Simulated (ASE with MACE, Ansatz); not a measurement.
# Boundary energy of Σ17 (530)[001] symmetric tilt boundary in Ta (72 atoms)

What is the boundary energy of this cell, counted against the bulk crystal, and how far does it hang on functional and mesh?

Calculated with Ansatz 0.2.0: Kohn-Sham DFT, PBE, PAW (set soft_2), plane waves; cutoff 420 eV, fermi-dirac smearing of 0.1 eV. Cutoffs: 420 eV for PBE and PBEsol; 500 eV for r2SCAN.

**The cells**

The cell holds 72 atoms: 72 Ta. Cell: a = 6.640 Å, b = 9.821 Å, c = 21.127 Å, α = 90.0°, β = 90.0°, γ = 99.7°. It derives from Ta. The starting structure: Two grains of Ta, one the mirror image of the other in the boundary plane, two boundaries a cell; of 6 trial joints (lateral shifts, openings, close atoms taken out) the lowest after a short relaxation with the MACE-MP-0b2 potential was kept (shift [0.5, 0.5] of the surface cell, opening 1.01 Å, one of each pair under 2.02 Å removed), then its atoms and the cell's length along the normal were relaxed with that potential. Lattice constants are starting values near those of PBE.

The bulk reference is Ta2 in a cell of 2 atoms, 18.297 Å³ an atom.

The input of the single point on the relaxed cell:

```yaml
crystal:
  lattice:
    - [6.64, 0.0, 0.0]
    - [-1.66, 9.67938, 0.0]
    - [0.0, 0.0, 21.12725]
  atoms:
    - { symbol: Ta, position: [0.14808, 0.79069, 0.00382] }
    - { symbol: Ta, position: [0.34372, 0.54687, 0.01008] }
    - { symbol: Ta, position: [0.1006, 0.30378, 0.05697] }
    - { symbol: Ta, position: [0.29005, 0.06476, 0.06874] }
    [... 66 atom lines left out ...]
    - { symbol: Ta, position: [0.03863, 0.48254, 0.51008] }
    - { symbol: Ta, position: [0.23427, 0.23872, 0.50382] }
kpoints:
  mp_grid: { grid: [6, 4, 2] }
hamiltonian:
  xc: pbe
scf:
  occupations: { method: fermi_dirac, width: 0.1 }
output:
  forces: true
  stress: true
  populations: true
  dos:
    method: { smearing: { sigma: 0.08 } }
    de: 0.1
    projected:
      site_lists:
        Ta: [Ta]
        lower_grain: [... 36 sites ...]
        upper_grain: [... 36 sites ...]
  eigenvalues: true
  write_density: true
  write_potential: true
  volumetric_format: npy
```

```
                                            cell  formula                    k-mesh  relaxation steps  gain on relaxing (eV)  free energy, PBE (eV)  time of its runs on this page
Sigma17 (530)[001] symmetric tilt boundary in Ta     Ta72  6×4×2 (relaxed on 4×2×1)                 4                   0.62            -715112.556                           80 s
                                         bulk Ta      Ta2                  17×17×17                 -                      -             -19864.546                           12 s
```

**Boundary energy**

The excess is the cell's free energy less 36 times that of the bulk cell. It is divided by twice the area, as the cell holds two boundaries, so the value is their mean, and they need not be alike (64.27 Å²), with 1 eV/Å² = 16.022 J/m².

| level | k-mesh | excess (eV) | boundary energy (J/m²) | per area (meV/Å²) |
| --- | --- | --- | --- | --- |
| PBE | 6×4×2 | 11.084 | 1.381 | 86.2 |
| PBE, denser mesh | 7×5×2 | 11.078 | 1.381 | 86.2 |
| r2SCAN | 6×4×2 | 11.850 | 1.477 | 92.2 |
| PBEsol | 6×4×2 | 12.226 | 1.524 | 95.1 |

Worked for the first row at PBE: (-715112.556) − 36 × (-19864.546) = 11.084 eV (from unrounded energies).

Then 11.084 / (2 × 64.27) × 16.022 = 1.381 J/m².

**Findings**

At PBE the boundary energy is 1.38 J/m². At the same geometries the levels give 1.38 (PBE) to 1.52 J/m² (PBEsol) and the denser mesh leaves it within 0.01 J/m². Relaxing the atoms lowered it by 0.077 J/m² from the start (on the 4×2×1 mesh of the relaxation), and the farthest atom moved 0.26 Å.

Limits: The cell edges were held, so the lattice is the typed one for every functional, and the length along the normal is the one that the machine-learned potential gave. Cell and bulk are sampled on unlike meshes, and the error grows with the number of atoms subtracted. These are free energies under a smearing of 0.1 eV, whose entropy term isn't removed. The joint was picked among a few trials by a machine-learned potential, and a lower one may exist. Spin–orbit coupling is left out, which matters for the levels of the heavy elements. In some runs the program notes that positions were snapped to a detected symmetry.

[Logs are printed without paths, hosts, clocks, repeated set-up lines and the standing remarks that a program may print on its own settings, such as how far it seeks lower states.]

[Hosts, paths, dates, database ids (printed as entryN), source tags and the programs' standing remarks are cut or masked in the printed files.]
